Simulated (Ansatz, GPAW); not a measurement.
# How YF (model structure) absorbs and reflects light, part 3 of 3

Aim: the dielectric function of YF (model structure), and the optical constants that follow from it. The structure is a model built here, which may or may not match a known phase. It was built so: All Cl replaced by F and La replaced by Y in the R-3m structure of LaCl. The cell is first relaxed with Ansatz.

GPAW 26.7.0; DFT, revPBE, plane-wave PAW (GPAW data sets), scalar-relativistic, RPA, optical limit.

So far. Step 3 (Ground state): There are states at the Fermi level within the smearing, so the occupations stay smeared and the carriers get a Drude term.

## 5. Dielectric function, RPA

Local fields let the induced charge screen the field inside the cell, which as a rule lowers ε, most along directions where the density is uneven.

This step: DFT, revPBE, plane-wave PAW (GPAW data sets), scalar-relativistic, RPA, optical limit (GPAW 26.7.0).

Contents of df.py:

```python
from gpaw.response.df import DielectricFunction

df = DielectricFunction('full.gpw', frequencies={'type': 'nonlinear', 'domega0': 0.03, 'omega2': 8},
                        ecut=80,
                        eta=0.1,
                        nbands=42,
                        rate=0.2,
                        txt='df.txt')
for direction in ['x', 'z']:
    df.get_dielectric_function(xc='RPA', direction=direction, filename=f'df_{direction}.csv')
```

Started as:

```
$ OMP_NUM_THREADS=1 python df.py
```

What it wrote:

```text
Using integrator: PointIntegrator
NonLinearFrequencyDescriptor(from 0.000 to 62.602 eV, 493 points)
Nonperiodic BCs:  [False False False]
Using integrator: PointIntegrator
NonLinearFrequencyDescriptor(from 0.000 to 62.602 eV, 493 points)
Nonperiodic BCs:  [False False False]
Using integrator: PointIntegrator

Calculating chi0 body with:
    Ground state adapter containing:
    Number of spins: 1
    Number of kpoints: 1000
    Number of irreducible kpoints: 282
    Number of completely occupied states: 16
    Number of partially occupied states: 19

    Linear response parametrization:
    q_c: [0.0, 0.0, 0.0]
    Number of frequency points: 493
    Planewave cutoff: 80.0
    Number of bands: 42
    Number of planewaves: 135
    Broadening (eta): 0.1

Integrating chi0 body.

Symmetries of q_c:
    Direct symmetries (Uq -> q): 4
    Indirect symmetries (TUq -> q): 0
In total 4 allowed symmetries.

282 groups of equivalent kpoints. 71.8% reduction.

Integral kind: spectral function

Calculating chi0 optical extensions with:
    Ground state adapter containing:
    Number of spins: 1
    Number of kpoints: 1000
    Number of irreducible kpoints: 282
    Number of completely occupied states: 16
    Number of partially occupied states: 19

    Linear response parametrization:
    Number of frequency points: 493
    Planewave cutoff: 80.0
    Number of bands: 42
    Number of planewaves: 135
    Broadening (eta): 0.1
Integrating chi0 head and wings.

Symmetries of q_c:
    Direct symmetries (Uq -> q): 4
    Indirect symmetries (TUq -> q): 0
In total 4 allowed symmetries.

282 groups of equivalent kpoints. 71.8% reduction.

Integral kind: spectral function wings

Calculating drude chi0 with:
    Number of frequency points:493
    Plasma frequency decay rate: 0.2 eV

    Ground state adapter containing:
    Number of spins: 1
    Number of kpoints: 1000
    Number of irreducible kpoints: 282
    Number of completely occupied states: 16
    Number of partially occupied states: 19

Symmetries of q_c:
    Direct symmetries (Uq -> q): 4
    Indirect symmetries (TUq -> q): 0
In total 4 allowed symmetries.

282 groups of equivalent kpoints. 71.8% reduction.

Integral kind: intraband
Plasma frequency:
[[2.77-0.j 0.  +0.j 0.  +0.j]
 [0.  +0.j 2.77-0.j 0.  -0.j]
 [0.  +0.j 0.  -0.j 1.68+0.j]]
```

Wall time 2.5 min (1 thread of Intel Xeon 6975P-C (Granite Rapids), shared host); peak memory 0.74 GiB.

This step gave:

| Item | Value |
| --- | --- |
| centre of weight of the strongest loss peak in the window | 12.88 eV |

Some rows of df_x.csv (energy; Re and Im without local fields; Re and Im with them):

```text
0.000000, 256.108838, -0.000000, 254.613826, -0.000000
0.460735, -20.576238, 27.623025, -21.104253, 27.707834
0.943989, -1.430018, 4.440321, -2.067551, 4.371822
1.451455, 5.735647, 4.220378, 4.823713, 3.674850
1.984998, 4.587216, 6.722523, 4.404513, 5.807790
2.546682, 2.422303, 5.993949, 1.952329, 6.222677
3.138794, 0.034047, 5.304615, 0.406680, 5.175816
3.763875, 1.324535, 3.090763, 1.251734, 2.784714
4.424758, 1.338475, 3.299789, 1.354332, 3.148522
5.124608, 0.875111, 2.961246, 1.078371, 2.864714
5.866977, 1.417918, 3.174828, 1.842262, 2.891318
6.655862, 0.939182, 2.398786, 1.279817, 2.678494
7.495775, 0.096418, 1.467226, -0.200395, 1.914805
8.391833, 0.833915, 1.501160, 0.510862, 1.576772
9.349861, 1.156895, 1.566613, 0.870059, 1.351716
10.376517, 0.764675, 1.753668, 0.682954, 1.601070
11.479449, 0.230531, 1.287413, 0.188911, 1.237494
12.667487, 0.236999, 0.611594, 0.114137, 0.655804
13.950874, 0.623615, 0.443878, 0.453579, 0.472550
15.341572, 0.870040, 0.426779, 0.668033, 0.423917
16.853625, 1.069036, 0.381979, 0.824741, 0.332366
18.503643, 1.162927, 0.457659, 0.945791, 0.381221
```

The Im ε has structure finer than the step of the table below, so its rows give means over 0.5 eV, whole bins alone (the curve runs from 0.619 to 19.1 eV). Peaks (eV: height): E ∥ x 2.17: 6.78, 7.10: 4.04; E ∥ z 1.73: 3.33, 2.59: 3.11, 5.61: 3.36, 8.83: 6.14.

Sum at mesh points, not converged in k. Table of Im ε by photon energy; means over each step:

```
photon energy (eV)  E ∥ x  E ∥ z
               1.0   4.33   2.05
               1.5   4.21   2.25
               2.0   6.13   2.51
               2.5   6.02   2.77
               3.0   5.44   2.19
               3.5   3.46   2.03
               4.0   3.08   2.14
               4.5   3.22   2.40
               5.0   2.81   3.07
               5.5   2.36   3.11
               6.0   2.73   2.42
               6.5   2.59   2.14
               7.0   3.52   2.41
               7.5   2.13   2.59
               8.0   1.57   4.17
               8.5   1.49   4.87
               9.0   1.27   4.86
               9.5   1.47   2.79
              10.0   1.65   1.49
              10.5   1.65   1.11
              11.0   1.52   1.19
              11.5   1.21  0.866
              12.0  0.920  0.810
              12.5  0.779  0.834
              13.0  0.518  0.636
              13.5  0.497  0.571
              14.0  0.441  0.510
              14.5  0.457  0.399
              15.0  0.429  0.387
              15.5  0.391  0.340
              16.0  0.355  0.274
              16.5  0.349  0.266
              17.0  0.345  0.265
              17.5  0.358  0.243
              18.0  0.349  0.285
              18.5  0.379  0.294
```

Values under 1 per cm are given as 1; sum at mesh points, not converged in k. Absorption coefficient against photon energy:

```
photon energy (eV)  E ∥ x (1/cm)  E ∥ z (1/cm)
             1.010         1.6e5         53377
             1.486         1.2e5         66288
             1.985         2.4e5         1.2e5
             2.508         3.8e5         1.8e5
             3.018         4.7e5         1.7e5
             3.510         4.2e5         1.8e5
             3.980         3.8e5         2.4e5
             4.516         4.7e5         2.7e5
             4.981         4.8e5         4.0e5
             5.515         4.7e5         4.8e5
             6.021         6.3e5         5.0e5
             6.494         5.9e5         4.3e5
             6.985         8.3e5         4.9e5
             7.496         7.8e5         5.0e5
             8.026         6.7e5         9.3e5
             8.516         6.7e5         1.2e6
             9.023         5.6e5         1.6e6
             9.483         5.9e5         1.5e6
            10.026         8.3e5         1.2e6
            10.519         8.1e5         9.8e5
            11.029         9.5e5         9.4e5
            11.479         8.5e5         8.4e5
            12.023         7.6e5         6.9e5
            12.504         7.5e5         7.9e5
            13.000         5.4e5         6.7e5
            13.512         4.6e5         5.4e5
            14.040         4.0e5         5.1e5
            14.493         4.4e5         4.5e5
            14.960         3.9e5         4.0e5
            15.536         3.6e5         3.5e5
            16.031         3.3e5         2.7e5
            16.541         3.2e5         2.6e5
            16.959         3.1e5         2.6e5
            17.496         3.3e5         2.2e5
            18.049         3.3e5         2.8e5
            18.504         3.6e5         2.9e5
            18.969         4.2e5         3.4e5
```

The loss function −Im 1/ε at q → 0 has structure finer than the step of the table below, so its rows give means over 0.5 eV, whole bins alone (the curve runs from 0.619 to 19.1 eV). Peaks (eV: height): E ∥ x 1.08: 0.298, 8.09: 0.680, 12.75: 1.54; E ∥ z 0.78: 0.302, 11.63: 1.30, 13.17: 1.57, 13.95: 1.55.

Sum at mesh points, not converged in k. Table of loss function −Im 1/ε at q → 0 by energy loss; means over each step:

```
energy loss (eV)  E ∥ x   E ∥ z
             1.0  0.198   0.199
             1.5  0.110  0.0871
             2.0  0.110   0.130
             2.5  0.145   0.134
             3.0  0.174   0.157
             3.5  0.283   0.137
             4.0  0.258   0.143
             4.5  0.267   0.129
             5.0  0.309   0.163
             5.5  0.333   0.206
             6.0  0.295   0.254
             6.5  0.307   0.216
             7.0  0.254   0.194
             7.5  0.470   0.167
             8.0  0.627   0.161
             8.5  0.617   0.185
             9.0  0.632   0.195
             9.5  0.493   0.277
            10.0  0.541   0.441
            10.5  0.532   0.785
            11.0  0.670   0.829
            11.5  0.815    1.12
            12.0   1.07    1.20
            12.5   1.26    1.17
            13.0   1.48    1.48
            13.5   1.04    1.37
            14.0  0.979    1.45
            14.5  0.733    1.24
            15.0  0.726   0.962
            15.5  0.644   0.868
            16.0  0.526   0.606
            16.5  0.462   0.487
            17.0  0.419   0.422
            17.5  0.401   0.335
            18.0  0.383   0.345
            18.5  0.367   0.341
```

The reflectivity at normal incidence has structure finer than the step of the table below, so its rows give means over 0.5 eV, whole bins alone (the curve runs from 0.619 to 19.1 eV). Peaks (eV: height): E ∥ x 3.10: 30.3, 5.97: 18.2, 7.32: 32.4, 10.03: 13.7, 10.95: 18.9; E ∥ z 1.66: 18.7, 5.61: 17.5, 9.82: 43.6, 11.33: 26.2.

Sum at mesh points, not converged in k. The reflectivity at normal incidence by photon energy; means over each step:

```
photon energy (eV)  E ∥ x (%)  E ∥ z (%)
               1.0       35.5       12.4
               1.5       21.5       16.0
               2.0       27.3       14.8
               2.5       28.0       15.9
               3.0       28.4       12.6
               3.5       22.4       12.5
               4.0       16.8       12.8
               4.5       18.3       14.4
               5.0       16.7       16.3
               5.5       13.7       16.3
               6.0       15.7       12.8
               6.5       14.7       11.4
               7.0       22.1       12.9
               7.5       24.8       14.1
               8.0       15.8       20.9
               8.5       12.2       25.3
               9.0       9.08       36.3
               9.5       8.61       39.6
              10.0       12.1       40.7
              10.5       11.9       27.8
              11.0       17.0       20.7
              11.5       15.0       22.3
              12.0       14.6       13.9
              12.5       13.5       14.0
              13.0       9.58       13.1
              13.5       4.96       8.98
              14.0       4.41       8.80
              14.5       2.81       6.00
              15.0       2.66       4.03
              15.5       2.15       3.47
              16.0       1.50       2.09
              16.5       1.20       1.42
              17.0       1.02       1.07
              17.5      0.970      0.697
              18.0      0.897      0.695
              18.5      0.928      0.686
```

The Im ε, E ∥ x has structure finer than the step of the table below, so its rows give means over 0.5 eV, whole bins alone (the curve runs from 0.619 to 19.1 eV). Peaks (eV: height): without local fields 2.13: 7.58, 5.92: 3.29, 6.99: 3.55; with local fields 2.17: 6.78, 7.10: 4.04.

Sum at mesh points, not converged in k. Table of Im ε, E ∥ x by photon energy; means over each step:

```
photon energy (eV)  without local fields  with local fields
               1.0                  4.43               4.33
               1.5                  4.83               4.21
               2.0                  6.98               6.13
               2.5                  6.15               6.02
               3.0                  5.94               5.44
               3.5                  3.61               3.46
               4.0                  3.40               3.08
               4.5                  3.42               3.22
               5.0                  2.97               2.81
               5.5                  2.52               2.36
               6.0                  2.79               2.73
               6.5                  2.45               2.59
               7.0                  3.05               3.52
               7.5                  1.59               2.13
               8.0                  1.36               1.57
               8.5                  1.41               1.49
               9.0                  1.36               1.27
               9.5                  1.70               1.47
              10.0                  1.80               1.65
              10.5                  1.80               1.65
              11.0                  1.52               1.52
              11.5                  1.23               1.21
              12.0                 0.899              0.920
              12.5                 0.742              0.779
              13.0                 0.485              0.518
              13.5                 0.475              0.497
              14.0                 0.417              0.441
              14.5                 0.451              0.457
              15.0                 0.428              0.429
              15.5                 0.397              0.391
              16.0                 0.359              0.355
              16.5                 0.374              0.349
              17.0                 0.403              0.345
              17.5                 0.417              0.358
              18.0                 0.410              0.349
              18.5                 0.451              0.379
```

From ε follow the optical constants at some laser and lamp lines:

```
wavelength (nm)   n x    k x  R (%) x  1/α x   n z    k z  R (%) z   1/α z
           1550  1.24  2.653     58.8  47 nm  1.45  0.990     17.0  125 nm
           1064  1.62  0.947     16.5  89 nm  1.88  0.442     11.5  192 nm
            633  2.41  1.200     26.2  42 nm  1.92  0.645     14.2   78 nm
            532  2.23  1.404     28.1  30 nm  2.09  0.606     15.7   70 nm
            450  1.97  1.344     25.9  27 nm  1.85  0.706     14.1   51 nm
            405  1.83  1.568     30.1  21 nm  1.83  0.548     12.0   59 nm
            193  1.46  0.878     14.4  17 nm  1.62  0.713     12.2   22 nm
```

A polished face would reflect 22 % of daylight and look grey (CIE x = 0.310, y = 0.336 under D65).

## 6. Results

```yaml
centre_of_weight_of_the_strongest_loss_peak_in_the_window_first_axis: 12.9 eV
```

At this level (revPBE, RPA) YF is a metal. The mesh is too coarse to trust the carriers' weight, the reflectivity or the colour to better than tens of per cent. The cell grew by 10.3 % in volume. A polished face would reflect 22 % of daylight and look grey (CIE x = 0.310, y = 0.336 under D65). The carriers' damping of 0.2 eV is typed, not computed; it shapes the response at the lowest energies. The curves end at 19 eV, about where the summed bands run out. The cell grew by 10 % in the relaxation, which can come from the guessed start or, where layers or molecules are weakly bound, from the missing dispersion term; a larger cell lowers ε. In this version of GPAW the matrix elements of the optical limit are incomplete, which can lower ε − 1 by up to a tenth where first-row anions or d states rule, and shift it by more in d metals. GPAW's carrier term has the form −ωp²/(ω + i·rate)², which damps like twice the rate and fails at low energy, so the curves leave the lowest energies out. The sum runs over mesh points 0.19 Å⁻¹ apart with no interpolation, so peaks are partly noise of the mesh, and the Drude plasma energy, a sum over the Fermi surface, isn't converged.

[Machine, clock and banner lines and Python warnings are left out of the logs.]

[Logs are printed without paths, hosts, clocks, repeated set-up lines and the standing remarks that a program may print on its own settings, such as how far it seeks lower states.]

[Hosts, paths, dates, database ids (printed as entryN), source tags and the programs' standing remarks are cut or masked in the printed files.]
